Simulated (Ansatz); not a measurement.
**Ta wire along [100], 12 atoms a period: bands along the axis**

Wanted: the relaxed geometry and the bands of the Ta wire along [100], 12 atoms a period.

Main program and level: Ansatz 0.2.0; DFT PBE, plane waves, PAW; relaxation of a wire's period; PAW set soft_1, in the first sound run; inputs show where later runs differ.

## 1. The starting structure

The cell holds 12 atoms: 12 Ta. Cell: a = 13.440 Å, b = 13.440 Å, c = 3.320 Å, α = 90.0°, β = 90.0°, γ = 90.0°. Vacuum lies along a and b. The structure's axis is c.

## 2. Relaxation of atoms and period

Band widths follow the bond lengths, so the wire is relaxed first. The atoms and the third cell vector are free; the box across stays fixed as vacuum. A Fermi-Dirac smearing is set since the result may be a metal. The pressure printed is a third of the stress's trace over the whole box, vacuum included; only the stress along the axis is relaxed.

input.yaml

```yaml
crystal:
  lattice:
    - [13.44, 0.0, 0.0]
    - [0.0, 13.44, 0.0]
    - [0.0, 0.0, 3.32]
  atoms:
    - { symbol: Ta, position: [0.376488095, 0.25297619, 0.0] }
    - { symbol: Ta, position: [0.376488095, 0.5, 0.0] }
    - { symbol: Ta, position: [0.376488095, 0.74702381, 0.0] }
    - { symbol: Ta, position: [0.623511905, 0.25297619, 0.0] }
    - { symbol: Ta, position: [0.623511905, 0.5, 0.0] }
    - { symbol: Ta, position: [0.623511905, 0.74702381, 0.0] }
    - { symbol: Ta, position: [0.25297619, 0.376488095, 0.5] }
    - { symbol: Ta, position: [0.25297619, 0.623511905, 0.5] }
    - { symbol: Ta, position: [0.5, 0.376488095, 0.5] }
    - { symbol: Ta, position: [0.5, 0.623511905, 0.5] }
    - { symbol: Ta, position: [0.74702381, 0.376488095, 0.5] }
    - { symbol: Ta, position: [0.74702381, 0.623511905, 0.5] }
kpoints:
  mp_grid: { grid: [1, 1, 25] }
scf:
  occupations: { method: fermi_dirac, width: 0.05 }
hamiltonian:
  xc: pbe
  pseudopotentials: { kind: paw, azcp: { folder: soft_1 } }
relax:
  cell: { fix: [a, b, alpha, beta, gamma] }
  max_steps: 45
  f_tol: 0.03
```

Started as:

```sh
$ ansatz run input.yaml --threads 4 --pin off --max-ram 16384MiB --backend cpu --events-out ev --progress --plain --runs-dir out
```

Numbers of over 12 decimals in the logs are rounded to 6 here.

Log:

```text
Engine: ansatz 0.2.0, aarch64-unknown-linux-gnu
Pseudopotentials: kind: paw
Pseudopotential: Ta, paw, valence charge 13, recommended cutoff 420 eV (normal), soft_1/Ta.paw.azcp
Functional definition: PBE
  parameter kappa = 0.804
  parameter beta = 0.066725
  exchange = pbe_x(kappa = kappa, mu = beta*pi^2/3)
  correlation = pbe_c(beta = beta)
Crystal: 12 atoms, lattice volume = 599.704 Å³
Basis set: ecut = 420 eV, 11743 PW (Γ), exchange–correlation on 180×180×48 points (8 copies of the dense FFT grid, shifted against one another)
Bands: 94, of which v1, the nominal top of the filled ones, is band 78 counted from 1 (77 counted from 0)
Symmetry: 16 space group operations
Space group: P42/mmc (ITA 131), of the structure as read, at distance tolerance 8.4e-5 Å
k-points: 13 of 25
Non-local potential: Ta, projectors of the file, l = 0: 3, l = 1: 2, l = 2: 2, l = 3: 1
PAW form: soft (Blöchl's): semilocal exchange-correlation on the pseudo side does not see the compensation charge
PAW one-centre angular grid: Ta, 590 points (default); XC on 64 Gauss nodes
Initial density: superposition of atomic densities (neutral atoms: chi_scale 0, normalization atom)
Initial wavefunctions: pseudopotential atomic-orbital guess
Functional: x = pbe(κ = 0.804, μ = 0.219515), c = pbe(β = 0.066725)
SCF iter   1: F=—  HF=-119197.134837 eV  |F-HF|=—  |Δ(HF+E_count)|=         —  Δρ=4.96e-2  dr2=1.49e2  ethr=3.10e-3  ⟨swp⟩=11.6  Hψ=5617  notcnv=0
preconditioner: auto → LDOS  [metal: Δε(μ)=0.037 eV  Ē_g=4.047 eV  σ=0.050 eV  W_gap=0.18  n_scr=110 (ndim 8)  ℏωp=11.7 eV  f_vac=0.433  D(μ)=8.76/eV (n_scr^D=36)  β→1.0]
SCF iter   2: F=—  HF=-119220.392839 eV  |F-HF|=—  |Δ(HF+E_count)|=    2.33e1  Δρ=8.72e-2  dr2=7.69e2  ethr=3.10e-3  ⟨swp⟩=9.0  Hψ=6138  notcnv=0  defer=19  recentre
SCF iter   3: F=—  HF=-119184.710744 eV  |F-HF|=—  |Δ(HF+E_count)|=    3.57e1  Δρ=2.49e-2  dr2=4.25e1  ethr=3.10e-3  ⟨swp⟩=6.8  Hψ=5466  notcnv=0
SCF iter   4: F=—  HF=-119181.298449 eV  |F-HF|=—  |Δ(HF+E_count)|=    3.41e0  Δρ=5.31e-3  dr2=3.60e-1  ethr=3.10e-3  ⟨swp⟩=4.6  Hψ=2507  notcnv=0  defer=10
SCF iter   5: F=—  HF=-119181.316957 eV  |F-HF|=—  |Δ(HF+E_count)|=   1.85e-2  Δρ=2.04e-3  dr2=1.54e-1  ethr=2.31e-4  ⟨swp⟩=5.1  Hψ=2383  notcnv=0  defer=8
SCF iter   6: F=—  HF=-119181.309744 eV  |F-HF|=—  |Δ(HF+E_count)|=   7.21e-3  Δρ=7.31e-4  dr2=1.65e-2  ethr=9.86e-5  ⟨swp⟩=2.9  Hψ=1934  notcnv=0  defer=9
SCF iter   7: F=—  HF=-119181.309010 eV  |F-HF|=—  |Δ(HF+E_count)|=   7.34e-4  Δρ=2.19e-4  dr2=3.36e-4  ethr=1.05e-5  ⟨swp⟩=2.0  Hψ=1626  notcnv=0  defer=8
SCF iter   8: F=—  HF=-119181.309183 eV  |F-HF|=—  |Δ(HF+E_count)|=   1.73e-4  Δρ=5.82e-5  dr2=6.86e-5  ethr=2.15e-7  ⟨swp⟩=3.5  Hψ=2265  notcnv=0  defer=6
SCF iter   9: F=—  HF=-119181.309326 eV  |F-HF|=—  |Δ(HF+E_count)|=   1.43e-4  Δρ=2.35e-5  dr2=2.63e-5  ethr=4.40e-8  ⟨swp⟩=2.1  Hψ=1699  notcnv=0  defer=6
SCF iter  10: F=—  HF=-119181.309326 eV  |F-HF|=—  |Δ(HF+E_count)|=   4.90e-7  Δρ=1.10e-5  dr2=9.52e-6  ethr=1.68e-8  ⟨swp⟩=2.1  Hψ=1568  notcnv=0  defer=6
SCF iter  11: F=—  HF=-119181.309326 eV  |F-HF|=—  |Δ(HF+E_count)|=   3.64e-7  Δρ=3.68e-6  dr2=1.83e-7  ethr=6.10e-9  ⟨swp⟩=2.0  Hψ=1525  notcnv=0  defer=6
SCF iter  12: F=-119181.309326 eV  HF=-119181.309326 eV  |F-HF|=7.38e-9  |Δ(HF+E_count)|=   8.73e-9  Δρ=1.15e-6  dr2=1.12e-8  ethr=6.41e-11  ⟨swp⟩=6.2  Hψ=4658  notcnv=0
SCF 1 converged in 12 iterations: F = -119181.309326 eV  dr2 = 1.12e-8
  greatest PAW one-centre occupation: 0.999 electrons in one spin orbital (limit 2), on the Ta atom at site 9 (counted from 0), in its partial waves of l = 0
relax step   1: F+E_penalty+E_count = -119181.30932594 eV  Δ(F+E_penalty+E_count) = +0.000e0 eV  max|allowed force component| = 2.068e0 eV/Å  Δτ_max = 0.0000 Å  P = -6.720 GPa  Ω = 599.704 Å³  fix = [a, b, alpha, beta, gamma]  reactions: a -6.040, b -6.040 GPa  (12 SCF iters, dr2 threshold 1.00e-7 eV, accepted)
Crystal: 12 atoms, lattice volume = 573.330 Å³
Basis set: ecut = 420 eV, 11223 PW (Γ), exchange–correlation on 180×180×48 points (8 copies of the dense FFT grid, shifted against one another)
Initial density: handed on by an earlier stage of this run
Initial wavefunctions: those handed on with the density
SCF iter   1: F=—  HF=-119183.988958 eV  |F-HF|=—  |Δ(HF+E_count)|=         —  Δρ=1.90e-2  dr2=5.61e0  ethr=3.10e-3  ⟨swp⟩=8.8  Hψ=5123  notcnv=0  defer=2
preconditioner: auto → LDOS  [metal: Δε(μ)=0.030 eV  Ē_g=3.572 eV  σ=0.050 eV  W_gap=0.15  n_scr=94 (ndim 8)  ℏωp=12.0 eV  f_vac=0.484  D(μ)=12.63/eV (n_scr^D=62)  β→1.0]
SCF iter   2: F=—  HF=-119183.306382 eV  |F-HF|=—  |Δ(HF+E_count)|=   6.83e-1  Δρ=1.11e-2  dr2=4.00e0  ethr=3.10e-3  ⟨swp⟩=4.1  Hψ=2607  notcnv=0  defer=13
SCF iter   3: F=—  HF=-119182.930563 eV  |F-HF|=—  |Δ(HF+E_count)|=   3.76e-1  Δρ=2.25e-3  dr2=1.19e-1  ethr=2.56e-3  ⟨swp⟩=2.8  Hψ=1816  notcnv=0  defer=13
SCF iter   4: F=—  HF=-119182.928534 eV  |F-HF|=—  |Δ(HF+E_count)|=   2.03e-3  Δρ=7.10e-4  dr2=5.62e-3  ethr=7.62e-5  ⟨swp⟩=3.2  Hψ=2089  notcnv=0  defer=8
SCF iter   5: F=—  HF=-119182.930934 eV  |F-HF|=—  |Δ(HF+E_count)|=   2.40e-3  Δρ=2.35e-4  dr2=8.80e-4  ethr=3.60e-6  ⟨swp⟩=2.5  Hψ=2232  notcnv=0  defer=8
SCF iter   6: F=—  HF=-119182.931155 eV  |F-HF|=—  |Δ(HF+E_count)|=   2.20e-4  Δρ=8.62e-5  dr2=7.72e-5  ethr=5.64e-7  ⟨swp⟩=2.2  Hψ=1915  notcnv=0  defer=8
SCF iter   7: F=—  HF=-119182.931196 eV  |F-HF|=—  |Δ(HF+E_count)|=   4.12e-5  Δρ=2.65e-5  dr2=1.10e-5  ethr=4.95e-8  ⟨swp⟩=3.1  Hψ=2254  notcnv=0  defer=8
SCF iter   8: F=—  HF=-119182.931200 eV  |F-HF|=—  |Δ(HF+E_count)|=   4.52e-6  Δρ=1.10e-5  dr2=1.80e-6  ethr=7.02e-9  ⟨swp⟩=2.5  Hψ=2204  notcnv=0  defer=8
SCF iter   9: F=-119182.931200 eV  HF=-119182.931200 eV  |F-HF|=1.90e-8  |Δ(HF+E_count)|=   1.48e-7  Δρ=2.34e-6  dr2=6.92e-8  ethr=7.69e-10  ⟨swp⟩=5.0  Hψ=4251  notcnv=0
SCF 2 converged in 9 iterations: F = -119182.931200 eV  dr2 = 6.92e-8
relax step   2: F+E_penalty+E_count = -119182.93120022 eV  Δ(F+E_penalty+E_count) = -1.622e0 eV  max|allowed force component| = 1.174e0 eV/Å  Δτ_max = 0.1933 Å  P = +2.602 GPa  Ω = 573.330 Å³  energy of the carried Pulay correction = +2.019e-3 eV  fix = [a, b, alpha, beta, gamma]  reactions: a +2.392, b +2.392 GPa  (9 SCF iters, dr2 threshold 1.20e-6 eV, accepted)
Crystal: 12 atoms, lattice volume = 575.940 Å³
Basis set: ecut = 420 eV, 11271 PW (Γ), exchange–correlation on 180×180×48 points (8 copies of the dense FFT grid, shifted against one another)
iter 1 solved again at ethr=1.01e-3 eV; its pass at ethr=3.10e-3 eV (dr2=1.57e0 eV) is discarded
SCF iter   1: F=—  HF=-119183.473582 eV  |F-HF|=—  |Δ(HF+E_count)|=         —  Δρ=9.18e-3  dr2=1.61e0  ethr=1.01e-3  ⟨swp⟩=1.5  Hψ=5220  notcnv=0
preconditioner: auto → LDOS  [metal: Δε(μ)=0.016 eV  Ē_g=3.247 eV  σ=0.050 eV  W_gap=0.08  n_scr=94 (ndim 8)  ℏωp=12.0 eV  f_vac=0.473  D(μ)=18.30/eV (n_scr^D=138)  β→1.0]
SCF iter   2: F=—  HF=-119183.290586 eV  |F-HF|=—  |Δ(HF+E_count)|=   1.83e-1  Δρ=5.53e-3  dr2=5.40e-1  ethr=1.01e-3  ⟨swp⟩=3.7  Hψ=2450  notcnv=0
SCF iter   3: F=—  HF=-119183.228571 eV  |F-HF|=—  |Δ(HF+E_count)|=   6.20e-2  Δρ=1.23e-3  dr2=2.60e-2  ethr=3.46e-4  ⟨swp⟩=2.4  Hψ=2104  notcnv=0  defer=6
SCF iter   4: F=—  HF=-119183.225404 eV  |F-HF|=—  |Δ(HF+E_count)|=   3.17e-3  Δρ=3.45e-4  dr2=1.32e-3  ethr=1.67e-5  ⟨swp⟩=2.3  Hψ=1934  notcnv=0  defer=6
SCF iter   5: F=—  HF=-119183.225819 eV  |F-HF|=—  |Δ(HF+E_count)|=   4.15e-4  Δρ=1.06e-4  dr2=1.22e-4  ethr=8.48e-7  ⟨swp⟩=2.6  Hψ=2154  notcnv=0  defer=6
SCF iter   6: F=—  HF=-119183.226017 eV  |F-HF|=—  |Δ(HF+E_count)|=   1.98e-4  Δρ=4.02e-5  dr2=3.14e-5  ethr=7.81e-8  ⟨swp⟩=2.0  Hψ=2023  notcnv=0  defer=6
SCF iter   7: F=—  HF=-119183.226029 eV  |F-HF|=—  |Δ(HF+E_count)|=   1.16e-5  Δρ=1.36e-5  dr2=3.17e-6  ethr=2.01e-8  ⟨swp⟩=2.2  Hψ=1649  notcnv=0  defer=6
SCF iter   8: F=-119183.226029 eV  HF=-119183.226029 eV  |F-HF|=2.07e-7  |Δ(HF+E_count)|=   7.52e-8  Δρ=5.38e-6  dr2=1.43e-7  ethr=7.69e-10  ⟨swp⟩=5.0  Hψ=4331  notcnv=0
SCF 3 converged in 8 iterations: F = -119183.226029 eV  dr2 = 1.43e-7
relax step   3: F+E_penalty+E_count = -119183.22602907 eV  Δ(F+E_penalty+E_count) = -2.948e-1 eV  max|allowed force component| = 3.272e-1 eV/Å  Δτ_max = 0.0654 Å  P = -0.167 GPa  Ω = 575.940 Å³  energy of the carried Pulay correction = +1.815e-3 eV  fix = [a, b, alpha, beta, gamma]  reactions: a +0.070, b +0.070 GPa  (8 SCF iters, dr2 threshold 1.20e-6 eV, accepted)
Crystal: 12 atoms, lattice volume = 569.568 Å³
Basis set: ecut = 420 eV, 11191 PW (Γ), exchange–correlation on 180×180×48 points (8 copies of the dense FFT grid, shifted against one another)
iter 1 solved again at ethr=8.55e-4 eV; its pass at ethr=3.10e-3 eV (dr2=1.33e0 eV) is discarded
SCF iter   1: F=—  HF=-119183.358891 eV  |F-HF|=—  |Δ(HF+E_count)|=         —  Δρ=5.85e-3  dr2=1.31e0  ethr=8.55e-4  ⟨swp⟩=1.5  Hψ=5464  notcnv=0
preconditioner: auto → LDOS  [metal: Δε(μ)=0.040 eV  Ē_g=3.241 eV  σ=0.050 eV  W_gap=0.20  n_scr=86 (ndim 8)  ℏωp=12.1 eV  f_vac=0.463  D(μ)=14.19/eV (n_scr^D=86)  β→1.0]
SCF iter   2: F=—  HF=-119183.302637 eV  |F-HF|=—  |Δ(HF+E_count)|=   5.63e-2  Δρ=3.40e-3  dr2=5.51e-1  ethr=8.39e-4  ⟨swp⟩=2.9  Hψ=1865  notcnv=0
SCF iter   3: F=—  HF=-119183.274843 eV  |F-HF|=—  |Δ(HF+E_count)|=   2.78e-2  Δρ=7.41e-4  dr2=1.58e-2  ethr=3.53e-4  ⟨swp⟩=2.3  Hψ=1818  notcnv=0  defer=4
SCF iter   4: F=—  HF=-119183.273863 eV  |F-HF|=—  |Δ(HF+E_count)|=   9.80e-4  Δρ=2.29e-4  dr2=1.10e-3  ethr=1.01e-5  ⟨swp⟩=2.2  Hψ=1717  notcnv=0  defer=5
SCF iter   5: F=—  HF=-119183.273758 eV  |F-HF|=—  |Δ(HF+E_count)|=   1.05e-4  Δρ=6.68e-5  dr2=8.85e-5  ethr=7.02e-7  ⟨swp⟩=2.4  Hψ=1836  notcnv=0  defer=5
SCF iter   6: F=—  HF=-119183.273760 eV  |F-HF|=—  |Δ(HF+E_count)|=   2.20e-6  Δρ=2.45e-5  dr2=6.48e-6  ethr=5.67e-8  ⟨swp⟩=2.3  Hψ=1818  notcnv=0  defer=5
SCF iter   7: F=-119183.273763 eV  HF=-119183.273762 eV  |F-HF|=4.47e-8  |Δ(HF+E_count)|=   2.18e-6  Δρ=8.19e-6  dr2=6.87e-7  ethr=7.69e-10  ⟨swp⟩=5.6  Hψ=4623  notcnv=0
SCF 4 converged in 7 iterations: F = -119183.273763 eV  dr2 = 6.87e-7
  greatest PAW one-centre occupation: 0.999 electrons in one spin orbital (limit 2), on the Ta atom at site 4 (counted from 0), in its partial waves of l = 0
relax step   4: F+E_penalty+E_count = -119183.27376254 eV  Δ(F+E_penalty+E_count) = -4.773e-2 eV  max|allowed force component| = 2.012e-1 eV/Å  Δτ_max = 0.0408 Å  P = -0.200 GPa  Ω = 569.568 Å³  energy of the carried Pulay correction = +2.314e-3 eV  fix = [a, b, alpha, beta, gamma]  reactions: a -0.265, b -0.265 GPa  (7 SCF iters, dr2 threshold 1.20e-6 eV, accepted)
Crystal: 12 atoms, lattice volume = 570.335 Å³
iter 1 solved again at ethr=2.05e-5 eV; its pass at ethr=3.10e-3 eV (dr2=3.20e-2 eV) is discarded
SCF iter   1: F=—  HF=-119183.285706 eV  |F-HF|=—  |Δ(HF+E_count)|=         —  Δρ=1.08e-3  dr2=3.38e-2  ethr=2.05e-5  ⟨swp⟩=1.8  Hψ=4322  notcnv=0
preconditioner: auto → LDOS  [metal: Δε(μ)=0.035 eV  Ē_g=3.291 eV  σ=0.050 eV  W_gap=0.17  n_scr=86 (ndim 8)  ℏωp=12.0 eV  f_vac=0.468  D(μ)=14.51/eV (n_scr^D=86)  β→1.0]
SCF iter   2: F=—  HF=-119183.283434 eV  |F-HF|=—  |Δ(HF+E_count)|=   2.27e-3  Δρ=7.77e-4  dr2=2.28e-2  ethr=2.05e-5  ⟨swp⟩=2.1  Hψ=1809  notcnv=0
SCF iter   3: F=—  HF=-119183.281997 eV  |F-HF|=—  |Δ(HF+E_count)|=   1.44e-3  Δρ=1.51e-4  dr2=5.96e-4  ethr=1.46e-5  ⟨swp⟩=2.0  Hψ=1678  notcnv=0
SCF iter   4: F=—  HF=-119183.281970 eV  |F-HF|=—  |Δ(HF+E_count)|=   2.69e-5  Δρ=4.25e-5  dr2=1.47e-5  ethr=3.82e-7  ⟨swp⟩=2.6  Hψ=2071  notcnv=0
SCF iter   5: F=—  HF=-119183.281976 eV  |F-HF|=—  |Δ(HF+E_count)|=   5.27e-6  Δρ=1.32e-5  dr2=2.44e-6  ethr=7.69e-10  ⟨swp⟩=6.0  Hψ=4803  notcnv=0
SCF iter   6: F=-119183.281976 eV  HF=-119183.281976 eV  |F-HF|=2.16e-8  |Δ(HF+E_count)|=   2.89e-7  Δρ=4.98e-6  dr2=2.31e-7  ethr=7.69e-10  ⟨swp⟩=5.0  Hψ=4305  notcnv=0
SCF 5 converged in 6 iterations: F = -119183.281976 eV  dr2 = 2.31e-7
relax step   5: F+E_penalty+E_count = -119183.28197601 eV  Δ(F+E_penalty+E_count) = -8.213e-3 eV  max|allowed force component| = 7.442e-2 eV/Å  Δτ_max = 0.0100 Å  P = +0.061 GPa  Ω = 570.335 Å³  energy of the carried Pulay correction = +2.254e-3 eV  fix = [a, b, alpha, beta, gamma]  reactions: a +0.052, b +0.052 GPa  (6 SCF iters, dr2 threshold 1.20e-6 eV, accepted)
Crystal: 12 atoms, lattice volume = 570.250 Å³
iter 1 solved again at ethr=1.06e-6 eV; its pass at ethr=3.10e-3 eV (dr2=1.66e-3 eV) is discarded
SCF iter   1: F=—  HF=-119183.283394 eV  |F-HF|=—  |Δ(HF+E_count)|=         —  Δρ=3.59e-4  dr2=1.69e-3  ethr=1.06e-6  ⟨swp⟩=2.3  Hψ=4350  notcnv=0
preconditioner: auto → LDOS  [metal: Δε(μ)=0.026 eV  Ē_g=3.281 eV  σ=0.050 eV  W_gap=0.13  n_scr=86 (ndim 8)  ℏωp=12.0 eV  f_vac=0.468  D(μ)=14.31/eV (n_scr^D=86)  β→1.0]
SCF iter   2: F=—  HF=-119183.283091 eV  |F-HF|=—  |Δ(HF+E_count)|=   3.03e-4  Δρ=2.26e-4  dr2=9.79e-4  ethr=1.06e-6  ⟨swp⟩=2.1  Hψ=1976  notcnv=0
SCF iter   3: F=—  HF=-119183.283001 eV  |F-HF|=—  |Δ(HF+E_count)|=   8.91e-5  Δρ=5.64e-5  dr2=5.58e-5  ethr=6.28e-7  ⟨swp⟩=2.1  Hψ=1855  notcnv=0
SCF iter   4: F=—  HF=-119183.283023 eV  |F-HF|=—  |Δ(HF+E_count)|=   2.13e-5  Δρ=1.66e-5  dr2=3.13e-6  ethr=3.58e-8  ⟨swp⟩=2.6  Hψ=1724  notcnv=0
SCF iter   5: F=—  HF=-119183.283023 eV  |F-HF|=—  |Δ(HF+E_count)|=   3.39e-7  Δρ=5.12e-6  dr2=6.87e-7  ethr=2.01e-9  ⟨swp⟩=2.0  Hψ=1696  notcnv=0
SCF iter   6: F=-119183.283023 eV  HF=-119183.283023 eV  |F-HF|=3.68e-9  |Δ(HF+E_count)|=   1.19e-9  Δρ=1.66e-6  dr2=3.03e-8  ethr=2.22e-10  ⟨swp⟩=4.8  Hψ=3726  notcnv=0
SCF 6 converged in 6 iterations: F = -119183.283023 eV  dr2 = 3.03e-8
relax step   6: F+E_penalty+E_count = -119183.28302301 eV  Δ(F+E_penalty+E_count) = -1.047e-3 eV  max|allowed force component| = 1.050e-2 eV/Å  Δτ_max = 0.0032 Å  P = +0.027 GPa  Ω = 570.250 Å³  energy of the carried Pulay correction = +2.261e-3 eV  fix = [a, b, alpha, beta, gamma]  reactions: a +0.033, b +0.033 GPa  (6 SCF iters, dr2 threshold 3.46e-7 eV, accepted)
Initial wavefunctions: pseudopotential atomic-orbital guess (no wavefunctions were taken with the density)
iter 1 solved again at ethr=6.86e-7 eV; its pass at ethr=3.10e-3 eV (dr2=1.07e-3 eV) is discarded
SCF iter   1: F=—  HF=-119183.280843 eV  |F-HF|=—  |Δ(HF+E_count)|=         —  Δρ=6.12e-5  dr2=2.57e-6  ethr=6.86e-7  ⟨swp⟩=4.3  Hψ=8997  notcnv=0
eigensolver tolerance schedule: the retry pair's looser diagonalisation over-reported the residual by 415.61 of it (diagonalisation noise at 0.10 of the residual, at the tolerance the schedule requests for it); recorded, not acted on — ethr = c·dr2/N_el stays at c = 1.0e-1
preconditioner: auto → LDOS  [metal: Δε(μ)=0.027 eV  Ē_g=3.281 eV  σ=0.050 eV  W_gap=0.13  n_scr=86 (ndim 8)  ℏωp=12.0 eV  f_vac=0.468  D(μ)=14.31/eV (n_scr^D=86)  β→1.0]
SCF iter   2: F=—  HF=-119183.280874 eV  |F-HF|=—  |Δ(HF+E_count)|=   3.09e-5  Δρ=5.54e-6  dr2=1.31e-7  ethr=1.65e-9  ⟨swp⟩=3.2  Hψ=2949  notcnv=0
SCF iter   3: F=—  HF=-119183.280874 eV  |F-HF|=—  |Δ(HF+E_count)|=   1.18e-8  Δρ=1.61e-6  dr2=3.40e-8  ethr=8.38e-11  ⟨swp⟩=2.2  Hψ=2306  notcnv=0
SCF iter   4: F=—  HF=-119183.280874 eV  |F-HF|=—  |Δ(HF+E_count)|=   3.86e-9  Δρ=4.56e-7  dr2=1.44e-9  ethr=2.18e-11  ⟨swp⟩=2.9  Hψ=2493  notcnv=0
SCF iter   5: F=—  HF=-119183.280874 eV  |F-HF|=—  |Δ(HF+E_count)|=  2.47e-10  Δρ=1.14e-7  dr2=1.39e-10  ethr=1.00e-12  ⟨swp⟩=6.1  Hψ=4934  notcnv=0
SCF iter   6: F=-119183.280874 eV  HF=-119183.280874 eV  |F-HF|=2.91e-11  |Δ(HF+E_count)|=  4.37e-11  Δρ=4.74e-8  dr2=4.90e-11  ethr=1.00e-12  ⟨swp⟩=4.8  Hψ=3816  notcnv=0
SCF 7 converged in 6 iterations: F = -119183.280874 eV  dr2 = 4.90e-11
relax step   7: F+E_penalty+E_count = -119183.28087363 eV  Δ(F+E_penalty+E_count) = +2.149e-3 eV  max|allowed force component| = 1.042e-2 eV/Å  Δτ_max = 0.0000 Å  P = +0.027 GPa  Ω = 570.250 Å³  fix = [a, b, alpha, beta, gamma]  reactions: a +0.033, b +0.033 GPa  stress off target by 1.32e-2 GPa on what of the cell is left free  SCF on the basis re-selected at this cell (its energy is not comparable with the rows above)  (6 SCF iters)
basis re-selected at this cell: Δ(F+E_penalty+E_count) = +2.149e-3 eV, ΔP = -0.000 GPa vs the last step (what re-selecting the basis moved, of the pressure what is left beyond the Pulay correction that the steps carried, after the strain that the cell walked since its last selection, with what the two solves' SCF thresholds leave and, on support functions, any second-order correction that the steps lacked; it is no m [...]
SCF converged after 6 iterations
Free energy (F): -119183.280874 eV
Harris-Foulkes:  -119183.280874 eV  (|F-HF|=2.91e-11)
Internal energy: -119183.160196 eV  (E = F + TS)
E sigma→0 (E₀):  -119183.220535 eV
Entropy (-TS):   -0.120678 eV (-10.057 meV/atom)
Fermi energy:    5.139252 eV
--- Per-component energies (eV) ---
  E_band       = -3404.945384
  E_kinetic    = 4717.883883
  E_local      = -54230.757943  (includes V_loc(G=0)·N_el)
  E_nonlocal   = -130.283124
  E_hartree    = 25129.398214
  E_xc         = -3842.285665
  E_vxc        = -2786.185809  (∫ρ·V_xc dr)
  E_paw        = -99654.406141  (= ΣΔE_a)
  E_vpaw       = -1234.399785  (= ΣTr[D̂ρ^β])
  E_aug_tail   = 0.001118  (compensation charges beyond the density's cutoff)
  E_ewald      = 8827.289463
  E_smearing   = -0.120678  (= −TS)
  E_closure    = -0.000000  (closes the sum)
  Σ components = -119183.280874   (vs F -119183.280874, Δ=0.00e0)
--- Forces (eV/Å), atoms counted from 1 ---
  atom   1  Ta    -0.00480075    -0.00842147     0.00000000
  atom   2  Ta     0.01042276     0.00000000     0.00000000
  atom   3  Ta    -0.00480075     0.00842147     0.00000000
  atom   4  Ta     0.00480075    -0.00842147     0.00000000
  atom   5  Ta    -0.01042276     0.00000000     0.00000000
  atom   6  Ta     0.00480075     0.00842147     0.00000000
  atom   7  Ta    -0.00842147    -0.00480075     0.00000000
  atom   8  Ta    -0.00842147     0.00480075     0.00000000
  atom   9  Ta     0.00000000     0.01042276     0.00000000
  atom  10  Ta     0.00000000    -0.01042276     0.00000000
  atom  11  Ta     0.00842147    -0.00480075     0.00000000
  atom  12  Ta     0.00842147     0.00480075     0.00000000
  max |Σ_I F_I| component: 6.94e-18 eV/Å
--- Stress (GPa, compression-positive) ---
        0.033324       0.000000       0.000000
        0.000000       0.033324       0.000000
        0.000000       0.000000       0.013248
  P = ⅓ Tr σ = 0.0266 GPa (0.266 kbar)
--- Relaxed structure (6 steps of the walk, 6 accepted, 1 SCFs on fresh bases) ---
  F+E_penalty+E_count = -119183.28087363 eV   max|allowed force component| = 1.042e-2 eV/Å   (the final SCF, on the basis selected at the relaxed cell)
  cell:  # Å, volume = 570.2501 Å³
    - [13.44, 0.0, 0.0]
    - [0.0, 13.44, 0.0]
    - [0.0, 0.0, 3.156944]
  atoms:
    - { symbol: Ta, position: [0.373748, 0.262011, 0.0] }
    - { symbol: Ta, position: [0.376586, 0.5, 0.0] }
    - { symbol: Ta, position: [0.373748, 0.737989, 0.0] }
    - { symbol: Ta, position: [0.626252, 0.262011, 0.0] }
    - { symbol: Ta, position: [0.623414, 0.5, 0.0] }
    - { symbol: Ta, position: [0.626252, 0.737989, 0.0] }
    - { symbol: Ta, position: [0.262011, 0.373748, 0.500000] }
    - { symbol: Ta, position: [0.262011, 0.626252, 0.500000] }
    - { symbol: Ta, position: [0.5, 0.376586, 0.500000] }
    - { symbol: Ta, position: [0.5, 0.623414, 0.500000] }
    - { symbol: Ta, position: [0.737989, 0.373748, 0.500000] }
    - { symbol: Ta, position: [0.737989, 0.626252, 0.500000] }
```

Run time: 97 s. Hardware: 4 threads of Arm Neoverse V1, shared host; peak memory 1.7 GiB.

(Part 1 of 2 ends here.)

[Logs are printed without paths, hosts, clocks, repeated set-up lines and the standing remarks that a program may print on its own settings, such as how far it seeks lower states.]

[Hosts, paths, dates, database ids (printed as entryN), source tags and the programs' standing remarks are cut or masked in the printed files.]
